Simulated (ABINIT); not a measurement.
# TlIO3 (R3m): making up for missing bands

Can a closure trick stand in for empty bands in GW on TlIO3 (R3m)?

Calculated with ABINIT 10.8.3; PBEsol and many-body steps on it, plane waves.

Report form: inputs, costs, results and the conclusion, without the logs.

**1. The system as given**

The structure is trigonal, space group R3m (No. 160). Conventional cell: a = 6.302 Å, b = 6.302 Å, c = 7.966 Å, α = 90.00°, β = 90.00°, γ = 120.00°. Tl has 3 O at 2.94 Å nearest. Nearest to I lie 3 O at 1.82 Å. Nearest to O lie 1 I at 1.82 Å. Farther neighbours, and contacts between anions beyond the nearest, are not listed.

The cell and positions are those that the Materials Project relaxed with its own functionals (PBE, PBE+U or r2SCAN), kept fixed.

**2. Empty states on the mesh, 2×2×2 mesh, 95 bands**

This step: ABINIT 10.8.3; DFT, PBEsol, plane waves, norm-conserving pseudopotentials.

The sums over transitions need many empty states on a uniform mesh; this step solves for them.

File run.abi:

```
acell 3*1.0 Angstrom
rprim 
  3.150792580489 1.819110944506 2.655433585300
  -3.150792580489 1.819110944506 2.655433585300
  0.000000000000 -3.638221889012 2.655433585300
ntypat 3
znucl 81 53 8
natom 5
typat 1 2 3 3 3
xred 
  0.008750850000 0.008750850000 0.008750850000
  0.501867330000 0.501867330000 0.501867330000
  0.903287650000 0.461897090000 0.461897090000
  0.461897090000 0.903287650000 0.461897090000
  0.461897090000 0.461897090000 0.903287650000
pp_dirpath "pseudos"
pseudos "Tl.upf, I.upf, O.upf"
ecut 36
ngkpt 2 2 2
nshiftk 1
shiftk 0 0 0
kptopt 1
chksymbreak 0
iscf -2
irdden 1
istwfk *1
nband 95
nbdbuf 8
tolwfr 1e-09
nstep 60
prtvol 0
indata_prefix "in"
outdata_prefix "out"
tmpdata_prefix "tmp"
```

Command:

```sh
OMP_NUM_THREADS=1 mpirun -n 4 abinit run.abi > log
```

Elapsed: 18 s, on 4 MPI ranks of AMD EPYC 7R13 (Zen 3), shared host; peak memory 0.37 GiB; 73 s of CPU time.

This step gave:

```
gap                                                           : 2.682 eV
k of the valence top                                          : 0.5, 0.5, 0.5
k of the conduction bottom                                    : 0.5, 0.5, 0.5
least direct gap                                              : 2.682 eV
k points computed                                             : 4
lowest point of the top converged band, above the valence top : 41.59 eV
```

On this mesh the gap is 2.682 eV.

The density comes from a self-consistent run that is not shown.

**3. Screening, 2×2×2 mesh, 87 bands, screening to 122.5 eV**

The RPA dielectric matrix is built and inverted for each q.

This step: RPA screening on PBEsol, plane waves, norm-conserving pseudopotentials.

run.abi: that of step 2 with these lines changed.

```diff
@@ -23,10 +23,11 @@
 chksymbreak 0
-iscf -2
-irdden 1
 istwfk *1
-nband 95
-nbdbuf 8
-tolwfr 1e-09
-nstep 60
-prtvol 0
+occopt 1
+irdwfk 1
+optdriver 3
+nband 87
+ecuteps 4.5
+inclvkb 2
+awtr 1
+symchi 1
 indata_prefix "in"
```

Elapsed: 9.1 s, on 4 MPI ranks; peak memory 0.8 GiB; 36 s of CPU time.

Read from the output:

```
ε∞ with local fields, on this mesh    : 5.160
ε∞ without local fields, on this mesh : 6.240
plasma frequency                      : 23.95 eV
plane waves in the screening matrix   : 263
```

Local fields lower ε∞ by 17 %. On a Γ-centred mesh this coarse the value itself is usually too large, while a short band sum pulls it down.

**4. 87 bands**

The self-energy is evaluated for the states that the input lists, and the quasiparticle equation is solved.

This step: G0W0 on PBEsol, plane waves, norm-conserving pseudopotentials.

run.abi: that of step 3 with these lines changed.

```diff
@@ -26,8 +26,17 @@
 irdwfk 1
-optdriver 3
+optdriver 4
 nband 87
+gwcalctyp 0
+ecutsigx 36
+symsigma 1
+nkptgw 2
+kptgw 
+  0.5000000000 0.5000000000 0.5000000000
+  0.0000000000 0.0000000000 0.0000000000
+bdgw 
+  18 21
+  18 22
 ecuteps 4.5
-inclvkb 2
-awtr 1
-symchi 1
+irdscr 1
+ppmodel 1
 indata_prefix "in"
```

Wall time 6.1 s (4 MPI ranks); peak memory 0.35 GiB; 23 s of CPU time.

Read from the output:

* G0W0 gap on the mesh: 4.125 eV
* starting gap on the mesh: 2.682 eV
* k of the valence top: 0.5, 0.5, 0.5
* k of the conduction bottom: 0.5, 0.5, 0.5
* Z at the valence top: 0.789
* Z at the conduction bottom: 0.81
* least direct G0W0 gap on the computed points: 4.125 eV

The gap on the mesh goes from 2.68 eV to 4.12 eV, a correction of +1.44 eV.

**5. Screening, 2×2×2 mesh, 27 bands, screening to 122.5 eV**

This step: RPA screening on PBEsol, plane waves, norm-conserving pseudopotentials.

run.abi: that of step 4 with these lines changed.

```diff
@@ -26,17 +26,8 @@
 irdwfk 1
-optdriver 4
-nband 87
-gwcalctyp 0
-ecutsigx 36
-symsigma 1
-nkptgw 2
-kptgw 
-  0.5000000000 0.5000000000 0.5000000000
-  0.0000000000 0.0000000000 0.0000000000
-bdgw 
-  18 21
-  18 22
+optdriver 3
+nband 27
 ecuteps 4.5
-irdscr 1
-ppmodel 1
+inclvkb 2
+awtr 1
+symchi 1
 indata_prefix "in"
```

It took 4 s on 4 MPI ranks; peak memory 0.57 GiB.

This step gave:

```
ε∞ with local fields, on this mesh    : 4.778
ε∞ without local fields, on this mesh : 5.733
plasma frequency                      : 23.95 eV
plane waves in the screening matrix   : 263
```

**6. 27 bands**

This step: G0W0 on PBEsol, plane waves, norm-conserving pseudopotentials.

run.abi: that of step 5 with these lines changed.

```diff
@@ -26,8 +26,17 @@
 irdwfk 1
-optdriver 3
+optdriver 4
 nband 27
+gwcalctyp 0
+ecutsigx 36
+symsigma 1
+nkptgw 2
+kptgw 
+  0.5000000000 0.5000000000 0.5000000000
+  0.0000000000 0.0000000000 0.0000000000
+bdgw 
+  18 21
+  18 22
 ecuteps 4.5
-inclvkb 2
-awtr 1
-symchi 1
+irdscr 1
+ppmodel 1
 indata_prefix "in"
```

It took 4.2 s on 4 MPI ranks; peak memory 0.47 GiB.

This step gave:

| Quantity | Value |
| --- | --- |
| G0W0 gap on the mesh | 4.649 eV |
| starting gap on the mesh | 2.682 eV |
| k of the valence top | 0.5, 0.5, 0.5 |
| k of the conduction bottom | 0.5, 0.5, 0.5 |
| Z at the valence top | 0.773 |
| Z at the conduction bottom | 0.807 |
| least direct G0W0 gap on the computed points | 4.649 eV |

Against G0W0 in ABINIT (2×2×2 mesh, 87 bands, screening to 122.5 eV, Godby-Needs plasmon pole), the gap moves by +0.524 eV.

**7. Screening, 2×2×2 mesh, 27 bands, screening to 122.5 eV**

This step: RPA screening on PBEsol, plane waves, norm-conserving pseudopotentials.

run.abi: that of step 6 with these lines changed.

```diff
@@ -26,17 +26,10 @@
 irdwfk 1
-optdriver 4
+optdriver 3
 nband 27
-gwcalctyp 0
-ecutsigx 36
-symsigma 1
-nkptgw 2
-kptgw 
-  0.5000000000 0.5000000000 0.5000000000
-  0.0000000000 0.0000000000 0.0000000000
-bdgw 
-  18 21
-  18 22
 ecuteps 4.5
-irdscr 1
-ppmodel 1
+inclvkb 2
+awtr 1
+symchi 1
+gwcomp 1
+gwencomp 2
 indata_prefix "in"
```

Run time: 7.3 s. Hardware: 4 MPI ranks; peak memory 0.71 GiB.

Read from the output:

| Quantity | Value |
| --- | --- |
| ε∞ with local fields, on this mesh | 4.909 |
| ε∞ without local fields, on this mesh | 5.733 |
| plasma frequency | 23.95 eV |
| plane waves in the screening matrix | 263 |

**8. 27 bands, completed**

This step: G0W0 on PBEsol, plane waves, norm-conserving pseudopotentials.

run.abi: that of step 7 with these lines changed.

```diff
@@ -26,8 +26,17 @@
 irdwfk 1
-optdriver 3
+optdriver 4
 nband 27
+gwcalctyp 0
+ecutsigx 36
+symsigma 1
+nkptgw 2
+kptgw 
+  0.5000000000 0.5000000000 0.5000000000
+  0.0000000000 0.0000000000 0.0000000000
+bdgw 
+  18 21
+  18 22
 ecuteps 4.5
-inclvkb 2
-awtr 1
-symchi 1
+irdscr 1
+ppmodel 1
 gwcomp 1
```

The job ended after 4.5 s (4 MPI ranks; peak memory 0.43 GiB; 17 s of CPU time).

Numbers from this step:

| Item | Value |
| --- | --- |
| G0W0 gap on the mesh | 4.455 eV |
| starting gap on the mesh | 2.682 eV |
| k of the valence top | 0.5, 0.5, 0.5 |
| k of the conduction bottom | 0.5, 0.5, 0.5 |
| least direct G0W0 gap on the computed points | 4.455 eV |

Against G0W0 in ABINIT (2×2×2 mesh, 87 bands, screening to 122.5 eV, Godby-Needs plasmon pole), the gap moves by +0.330 eV.

**9. Screening, 2×2×2 mesh, 43 bands, screening to 122.5 eV**

This step: RPA screening on PBEsol, plane waves, norm-conserving pseudopotentials.

run.abi: that of step 8 with these lines changed.

```diff
@@ -26,19 +26,8 @@
 irdwfk 1
-optdriver 4
-nband 27
-gwcalctyp 0
-ecutsigx 36
-symsigma 1
-nkptgw 2
-kptgw 
-  0.5000000000 0.5000000000 0.5000000000
-  0.0000000000 0.0000000000 0.0000000000
-bdgw 
-  18 21
-  18 22
+optdriver 3
+nband 43
 ecuteps 4.5
-irdscr 1
-ppmodel 1
-gwcomp 1
-gwencomp 2
+inclvkb 2
+awtr 1
+symchi 1
 indata_prefix "in"
```

Run time: 5.7 s. Hardware: 4 MPI ranks; peak memory 0.57 GiB.

Read from the output:

| Property | Result |
| --- | --- |
| ε∞ with local fields, on this mesh | 5.074 |
| ε∞ without local fields, on this mesh | 6.094 |
| plasma frequency | 23.95 eV |
| plane waves in the screening matrix | 263 |

**10. 43 bands**

This step: G0W0 on PBEsol, plane waves, norm-conserving pseudopotentials.

run.abi: that of step 9 with these lines changed.

```diff
@@ -26,8 +26,17 @@
 irdwfk 1
-optdriver 3
+optdriver 4
 nband 43
+gwcalctyp 0
+ecutsigx 36
+symsigma 1
+nkptgw 2
+kptgw 
+  0.5000000000 0.5000000000 0.5000000000
+  0.0000000000 0.0000000000 0.0000000000
+bdgw 
+  18 21
+  18 22
 ecuteps 4.5
-inclvkb 2
-awtr 1
-symchi 1
+irdscr 1
+ppmodel 1
 indata_prefix "in"
```

It took 4.8 s on 4 MPI ranks; peak memory 0.47 GiB.

Read from the output:

```
G0W0 gap on the mesh                         : 4.284 eV
starting gap on the mesh                     : 2.682 eV
k of the valence top                         : 0.5, 0.5, 0.5
k of the conduction bottom                   : 0.5, 0.5, 0.5
least direct G0W0 gap on the computed points : 4.284 eV
```

Against G0W0 in ABINIT (2×2×2 mesh, 87 bands, screening to 122.5 eV, Godby-Needs plasmon pole), the gap moves by +0.159 eV.

**11. Screening, 2×2×2 mesh, 43 bands, screening to 122.5 eV**

This step: RPA screening on PBEsol, plane waves, norm-conserving pseudopotentials.

run.abi: that of step 10 with these lines changed.

```diff
@@ -26,17 +26,10 @@
 irdwfk 1
-optdriver 4
+optdriver 3
 nband 43
-gwcalctyp 0
-ecutsigx 36
-symsigma 1
-nkptgw 2
-kptgw 
-  0.5000000000 0.5000000000 0.5000000000
-  0.0000000000 0.0000000000 0.0000000000
-bdgw 
-  18 21
-  18 22
 ecuteps 4.5
-irdscr 1
-ppmodel 1
+inclvkb 2
+awtr 1
+symchi 1
+gwcomp 1
+gwencomp 1.5
 indata_prefix "in"
```

Run time: 9 s. Hardware: 4 MPI ranks; peak memory 0.73 GiB.

Numbers from this step:

```yaml
eps_infinity_with_local_fields_on_this_mesh: 5.177
eps_infinity_without_local_fields_on_this_mesh: 6.094
plasma_frequency: 23.95 eV
plane_waves_in_the_screening_matrix: 263
```

**12. 43 bands, completed**

This step: G0W0 on PBEsol, plane waves, norm-conserving pseudopotentials.

run.abi: that of step 11 with these lines changed.

```diff
@@ -26,8 +26,17 @@
 irdwfk 1
-optdriver 3
+optdriver 4
 nband 43
+gwcalctyp 0
+ecutsigx 36
+symsigma 1
+nkptgw 2
+kptgw 
+  0.5000000000 0.5000000000 0.5000000000
+  0.0000000000 0.0000000000 0.0000000000
+bdgw 
+  18 21
+  18 22
 ecuteps 4.5
-inclvkb 2
-awtr 1
-symchi 1
+irdscr 1
+ppmodel 1
 gwcomp 1
```

It took 4.8 s on 4 MPI ranks; peak memory 0.5 GiB; 18 s of CPU time.

Read from the output:

| Property | Result |
| --- | --- |
| G0W0 gap on the mesh | 4.187 eV |
| starting gap on the mesh | 2.682 eV |
| k of the valence top | 0.5, 0.5, 0.5 |
| k of the conduction bottom | 0.5, 0.5, 0.5 |
| least direct G0W0 gap on the computed points | 4.187 eV |

Against G0W0 in ABINIT (2×2×2 mesh, 87 bands, screening to 122.5 eV, Godby-Needs plasmon pole), the gap moves by +0.062 eV.

**13. The runs together**

Times are wall times on 4 MPI ranks of AMD EPYC 7R13 (Zen 3), shared host, good to a factor of about two. A run's time includes the screening step that it read.

| run | mesh | bands | screening cutoff (eV) | DFT gap (eV) | gap on the mesh (eV) | direct (eV) | ε∞ used | time |
| --- | --- | --- | --- | --- | --- | --- | --- | --- |
| 87 bands | 2×2×2 | 87 | 122.5 | 2.682 | 4.125 | 4.125 | 5.16 | 15 s |
| 27 bands | 2×2×2 | 27 | 122.5 | 2.682 | 4.649 | 4.649 | 4.78 | 8.2 s |
| 27 bands, completed | 2×2×2 | 27 | 122.5 | 2.682 | 4.455 | 4.455 | 4.91 | 12 s |
| 43 bands | 2×2×2 | 43 | 122.5 | 2.682 | 4.284 | 4.284 | 5.07 | 10 s |
| 43 bands, completed | 2×2×2 | 43 | 122.5 | 2.682 | 4.187 | 4.187 | 5.18 | 14 s |

**14. Summary of results**

| Property | Result |
| --- | --- |
| 87 bands | 4.125 eV |
| 27 bands | 4.649 eV |
| 27 bands, completed | 4.455 eV |
| 43 bands | 4.284 eV |
| 43 bands, completed | 4.187 eV |

27 bands: +0.524 eV against 87 bands. 27 bands, completed: +0.330 eV against 87 bands. 43 bands: +0.159 eV against 87 bands. 43 bands, completed: +0.062 eV against 87 bands. The row with most bands is itself short of the limit, so it is no exact reference, and agreement of a truncated run with it can be a cancellation between the edges. The 2×2×2 mesh is coarse for this cell, which bears on the long-range parts of exchange and screening. Where an edge is built on 6p states of lead, bismuth or thallium, scalar-relativistic gaps usually stand too wide, by a few tenths to over one eV. The norm-conserving file of at least one element keeps a d shell over frozen s and p shells of the same row. Exchange with those shells is missing from the self-energy, an error of 0.3 to 0.9 eV in cases checked, whose sign depends on which edge lies on those atoms. The many-body steps are scalar-relativistic: spin-orbit coupling is not in them.

[Long decimals in the printed logs are rounded to 6 places.]

[Logs are printed without paths, hosts, clocks, repeated set-up lines and the standing remarks that a program may print on its own settings, such as how far it seeks lower states.]

[Paths, hosts, dates, memory and timing lines, banners, echoed tables and standing remarks are left out of the program output; an Ansatz launch command may be rebuilt from the run's recorded settings. Measured values are a selection of at most five: reports struck by readers or far from the other reports are left out. None is set beside runs whose start may be inverted or whose files or cutoffs have a known fault.]

[Runs of the session that timed out or met a known fault of the program may be left out.]

[Hosts, paths, dates, database ids (printed as entryN), source tags and the programs' standing remarks are cut or masked in the printed files.]

[G0W0 gaps are taken among the corrected bands and points alone; a level outside them can change the order at an edge.]

[Where Ansatz stands beside ABINIT at settings called matched, ABINIT's density can come from a denser mesh and the files from another edition; pairs whose starting gaps differed by over 0.03 eV were left out, so agreement reads better than it is.]
